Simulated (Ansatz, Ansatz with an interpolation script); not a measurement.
```json
{"subject": "Si3N4 (P6_3/m): quasiparticle bands by Wannier interpolation", "lattice_ang": [[7.6044, 0.0, 0.0], [-3.8022, 6.5856, 0.0], [0.0, 0.0, 2.9063]], "atoms": [["Si", 0.7685, 0.1746, 0.25], ["Si", 0.5939, 0.7685, 0.75], ["Si", 0.8254, 0.5939, 0.25], ["Si", 0.2315, 0.8254, 0.75], ["Si", 0.4061, 0.2315, 0.25], ["Si", 0.1746, 0.4061, 0.75], ["N", 0.0305, 0.3302, 0.25], ["N", 0.7003, 0.0305, 0.75], ["N", 0.6698, 0.7003, 0.25], ["N", 0.9695, 0.6698, 0.75], ["N", 0.2997, 0.9695, 0.25], ["N", 0.3302, 0.2997, 0.75], ["N", 0.6667, 0.3333, 0.25], ["N", 0.3333, 0.6667, 0.75]], "method": "DFT, LDA, plane waves, PAW; PAW set soft_1 (and 3 further levels or steps)", "program": "Ansatz 0.2.0 and Ansatz with an interpolation script 0.2.0", "settings_of_one_run": "cutoff 420 eV, 3×3×6 k-mesh, smearing width 0.02 eV, PAW set soft 1", "notes": "The cell and positions come from the Crystallography Open Database and are kept as given unless a step says otherwise. At the band edge the lightest electron mass is 0.22 m_e at the start and 0.20 m_e in G0W0; the G0W0 masses rest on corrections from the 3×3×6 mesh alone and are rough. Bands and cutoff are finite, so the gap is not at the basis limit. The miss can reach some tenths of an eV and take either sign; the mesh is an error of its own. Above the frozen window of the model the interpolated levels need not meet the computed ones, even at points of the mesh.", "results": {"lda_gap": "4.15 eV", "g0w0_gap_over_the_zone": "5.98 eV, indirect", "least_direct_g0w0_gap_in_the_model": "6.22 eV", "gw_settings": "3×3×6 mesh, 489 empty bands, screening to 130 eV, PAW set soft_1 files", "known_limits": "not at the basis limit"}}
```

[Paths, hosts, dates, memory and timing lines, banners, echoed tables and standing remarks are left out of the program output.]

[Logs are printed without paths, hosts, clocks, repeated set-up lines and the standing remarks that a program may print on its own settings, such as how far it seeks lower states.]

[Runs of the session that timed out or met a known fault of the program may be left out.]

[Hosts, paths, dates, database ids (printed as entryN), source tags and the programs' standing remarks are cut or masked in the printed files.]
